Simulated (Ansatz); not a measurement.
# Ta wire along [111], 24 atoms a period: bands along the axis, part 2 of 2

What gap, if any, does the Ta wire along [111], 24 atoms a period have, and how many channels would it open?

Ansatz 0.2.0; DFT PBE, plane waves, PAW; relaxation of a wire's period; PAW set soft_1 (the session's first sound run).

So far: The starting structure; Relaxation of atoms and period.

## 2. Relaxation of atoms and period (continued)

The steps of the relaxation:

| step | energy less that of the first step (eV) | largest force component (eV/Å) | pressure (GPa) | volume (Å³) |
| --- | --- | --- | --- | --- |
| 1 | 0.0000 | 1.5329 | -4.89 | 1012.60 |
| 2 | -1.1576 | 0.8692 | 1.46 | 973.28 |
| 3 | -1.3556 | 0.3417 | -0.21 | 987.66 |
| 4 | -1.4150 | 0.1113 | 0.02 | 987.00 |
| 5 | -1.4250 | 0.0257 | 0.00 | 988.10 |
| 6 | -1.4257 | 0.0158 | -0.03 | 988.58 |
| 7* | -1.4236 | 0.0157 | -0.03 | 988.58 |

Relaxation steps marked * repeat the geometry before them on a plane-wave basis chosen anew for their cell, so energy and pressure can jump there.

Forces are held to the 2 operations that the run works with; a distortion that breaks them can't arise in this run.

| cell as run | before | after | change |
| --- | --- | --- | --- |
| c (Å) | 2.875 | 2.807 | -2.4 % |

The atoms that moved most (Å, along periodic axes as changes of fractional coordinates times the final cell, across vacuum about the mean position):

| atom | dx | dy | dz | length |
| --- | --- | --- | --- | --- |
| Ta13 | 0.174 | 0.102 | 0.027 | 0.204 |
| Ta24 | -0.174 | -0.102 | -0.027 | 0.204 |
| Ta7 | 0.005 | 0.188 | -0.043 | 0.192 |
| Ta10 | -0.005 | -0.188 | 0.043 | 0.192 |
| Ta5 | 0.160 | -0.095 | -0.042 | 0.190 |
| Ta12 | -0.160 | 0.095 | 0.042 | 0.190 |
| Ta19 | -0.045 | -0.054 | 0.004 | 0.070 |
| Ta21 | 0.045 | 0.054 | -0.004 | 0.070 |

Final coordinates:

```cif
data_structure
_symmetry_space_group_name_H-M 'P 1'
_symmetry_Int_Tables_number 1
_cell_length_a 18.5380
_cell_length_b 18.9980
_cell_length_c 2.8070
_cell_angle_alpha 90.000
_cell_angle_beta 90.000
_cell_angle_gamma 90.000
_cell_volume 988.58
loop_
_atom_site_label
_atom_site_type_symbol
_atom_site_fract_x
_atom_site_fract_y
_atom_site_fract_z
_atom_site_occupancy
Ta1 Ta 0.18688 0.46474 0.99846 1
Ta2 Ta 0.31124 0.67586 0.98433 1
Ta3 Ta 0.43703 0.46451 0.00152 1
Ta4 Ta 0.56262 0.67676 0.00406 1
Ta5 Ta 0.19201 0.60203 0.31825 1
Ta6 Ta 0.31207 0.39411 0.32853 1
Ta7 Ta 0.43695 0.18884 0.31809 1
Ta8 Ta 0.43573 0.60850 0.33337 1
Ta9 Ta 0.56427 0.39152 0.33330 1
Ta10 Ta 0.56305 0.81118 0.34858 1
Ta11 Ta 0.68793 0.60592 0.33814 1
Ta12 Ta 0.80799 0.39800 0.34841 1
Ta13 Ta 0.19279 0.32702 0.67632 1
Ta14 Ta 0.31169 0.53540 0.66259 1
Ta15 Ta 0.43738 0.32326 0.66260 1
Ta16 Ta 0.43810 0.74733 0.68251 1
Ta17 Ta 0.56297 0.53552 0.66515 1
Ta18 Ta 0.68876 0.32416 0.68233 1
Ta19 Ta 0.68755 0.74686 0.66825 1
Ta20 Ta 0.81312 0.53528 0.66821 1
Ta21 Ta 0.31245 0.25316 0.99842 1
Ta22 Ta 0.56190 0.25270 0.98415 1
Ta23 Ta 0.68831 0.46462 0.00408 1
Ta24 Ta 0.80721 0.67300 0.99034 1
```

This step gave:

- energy at zero smearing: -238377.9411 eV
- cell length along the wire: 2.807 Å

The cell's length comes to 2.807 Å with spin left out.

## 3. Bands of the perfect wire

This step: DFT PBE, plane waves, PAW; bands of a perfect wire; PAW set soft_1 (Ansatz 0.2.0).

At the relaxed period the bands are computed along the axis; those that cross an energy going forward count the channels that a perfect wire would open there.

Input file input.yaml:

```yaml
crystal:
  lattice:
    - [18.538, 0.0, 0.0]
    - [0.0, 18.998, 0.0]
    - [0.0, 0.0, 2.8069990068]
  atoms:
    - { symbol: Ta, position: [0.186875669, 0.464739753, 0.998458385] }
    - { symbol: Ta, position: [0.311239593, 0.67585938, 0.98433268] }
    - { symbol: Ta, position: [0.4370308, 0.4645059, 0.001519572] }
    - { symbol: Ta, position: [0.562617807, 0.676762273, 0.004062669] }
    - { symbol: Ta, position: [0.192013488, 0.60202703, 0.318254425] }
    - { symbol: Ta, position: [0.312073447, 0.394105058, 0.328527674] }
    - { symbol: Ta, position: [0.436952818, 0.1888396, 0.318086444] }
    - { symbol: Ta, position: [0.435734883, 0.60850218, 0.333371653] }
    - { symbol: Ta, position: [0.564265117, 0.391521976, 0.333295014] }
    - { symbol: Ta, position: [0.563047182, 0.811184556, 0.348580222] }
    - { symbol: Ta, position: [0.687926553, 0.605919098, 0.338138992] }
    - { symbol: Ta, position: [0.807986512, 0.397997126, 0.348412242] }
    - { symbol: Ta, position: [0.192794698, 0.327020734, 0.676324558] }
    - { symbol: Ta, position: [0.311688557, 0.535399734, 0.662586912] }
    - { symbol: Ta, position: [0.437382193, 0.323261883, 0.662603998] }
    - { symbol: Ta, position: [0.438095903, 0.747325042, 0.682513609] }
    - { symbol: Ta, position: [0.5629692, 0.535518256, 0.665147095] }
    - { symbol: Ta, position: [0.688760407, 0.324164777, 0.682333986] }
    - { symbol: Ta, position: [0.687547237, 0.746863953, 0.668245951] }
    - { symbol: Ta, position: [0.813124331, 0.535284403, 0.668208281] }
    - { symbol: Ta, position: [0.312452763, 0.253160203, 0.998420716] }
    - { symbol: Ta, position: [0.561904097, 0.252699114, 0.984153058] }
    - { symbol: Ta, position: [0.688311443, 0.464624422, 0.004079755] }
    - { symbol: Ta, position: [0.807205302, 0.673003422, 0.990342109] }
kpoints:
  mp_grid: { grid: [1, 1, 29] }
  band_path: { path: ["Γ", Z], npoints: 90 }
scf:
  occupations: { method: fermi_dirac, width: 0.05 }
hamiltonian:
  xc: pbe
  pseudopotentials: { kind: paw, azcp: { folder: soft_1 } }
output:
  dos: { e_range: [-5, 4] }
  write_potential: true
  write_density: true
  volumetric_format: npy
```

Command:

```sh
$ ansatz run input.yaml --threads 4 --pin off --max-ram 16384MiB --backend cpu --events-out ev --progress --plain --runs-dir out
```

Numbers of over 12 decimals in the logs are rounded to 6 here.

What it wrote:

```text
[...]
Crystal: 24 atoms, lattice volume = 988.583 Å³
Basis set: ecut = 420 eV, 19383 PW (Γ)
Bands: 188, of which v1, the nominal top of the filled ones, is band 156 counted from 1 (155 counted from 0)
Symmetry: 2 space group operations
[...]
k-points: 15 of 29
[...]
SCF iter   1: F=—  HF=-238401.385861 eV  |F-HF|=—  |Δ(HF+E_count)|=         —  Δρ=4.63e-2  dr2=3.20e2  ethr=3.10e-3  ⟨swp⟩=10.4  Hψ=14034  notcnv=0  defer=52
[...]
SCF iter  12: F=-238378.070345 eV  HF=-238378.070345 eV  |F-HF|=6.55e-8  |Δ(HF+E_count)|=   2.37e-8  Δρ=1.29e-6  dr2=9.08e-8  ethr=3.21e-11  ⟨swp⟩=22.2  Hψ=11561  notcnv=0
SCF 1 converged in 12 iterations: F = -238378.070345 eV  dr2 = 9.08e-8
[...]
NSCF: frozen V_eff on 91 k-points
WARN: The output density's exchange-correlation potential varies sharply where the density is thin. Do not read a vacuum level from v_tot or v_xc, or from such a field of the output density. On a cell that repeats whose density bears no net charge and no dipole along the vacuum's axis use v_es (v_loc + v_h of the components); under efield.dipole_correction with no amplitude use v_es + v_field, which holds any externa [...]
SCF converged after 12 iterations
Free energy (F): -238378.070345 eV
[...]
Internal energy: -238377.815359 eV  (E = F + TS)
E sigma→0 (E₀):  -238377.942852 eV
Entropy (-TS):   -0.254986 eV (-10.624 meV/atom)
Fermi energy:    5.944282 eV
[...]
--- Band table (eV; the first three rows and the last of 15) ---
  k-point 0: bands = [... 152 lower, 5.7208, 5.7417, 5.7448, 5.8579, 5.8886, 5.9036, 5.9630, 6.0474, ... 28 higher]
  k-point 1: bands = [... 152 lower, 5.7024, 5.7326, 5.7604, 5.8541, 5.8758, 5.9179, 5.9597, 6.0377, ... 28 higher]
  k-point 2: bands = [... 152 lower, 5.6559, 5.7127, 5.7692, 5.8352, 5.8713, 5.9237, 5.9907, 6.0007, ... 28 higher]
  k-point 14: bands = [... 152 lower, 6.1011, 6.1195, 6.3414, 6.3515, 6.4156, 6.5860, 6.7087, 6.8487, ... 28 higher]
```

Run time: 6.7 min. Hardware: 4 threads of Arm Neoverse V1, shared host; peak memory 8.6 GiB; 27 min of CPU time.

Numbers from this step:

- energy at zero smearing: -238377.9429 eV
- band gap: 0 eV

Electronic bands along the path, in eV, zero at the Fermi level; # counts the bands kept:

| point | #47 | #48 | #49 | #50 | #51 | #52 | #53 | #54 |
| --- | --- | --- | --- | --- | --- | --- | --- | --- |
| Γ | -0.20 | -0.09 | -0.06 | -0.04 | 0.02 | 0.10 | 0.15 | 0.22 |
| halfway | -0.15 | -0.08 | -0.07 | -0.03 | -0.02 | 0.10 | 0.25 | 0.27 |
| Z | 0.38 | 0.41 | 0.46 | 0.63 | 0.82 | 0.87 | 1.08 | 1.21 |

Between Γ and Z the bands cross the Fermi level 13 times, so a perfect wire would conduct at least 13 G₀, with spin left out.

## 4. Summary of results

```json
{"cell length, PBE": "2.807 Å", "ballistic conductance by band crossings, a lower bound, PBE": "13 G₀"}
```

In words: Under PBE the cell's length is 2.81 Å, and the bands cross the Fermi level 13 times between Γ and Z, which gives a perfect wire at least 13 G₀ (opposite crossings within one step of the path cancel in such a count). No spin was allowed, though thin wires with open d shells can turn magnetic. Spin-orbit coupling is left out, which matters for the bands of heavy atoms.

[Logs are printed without paths, hosts, clocks, repeated set-up lines and the standing remarks that a program may print on its own settings, such as how far it seeks lower states.]

[Hosts, paths, dates, database ids (printed as entryN), source tags and the programs' standing remarks are cut or masked in the printed files.]
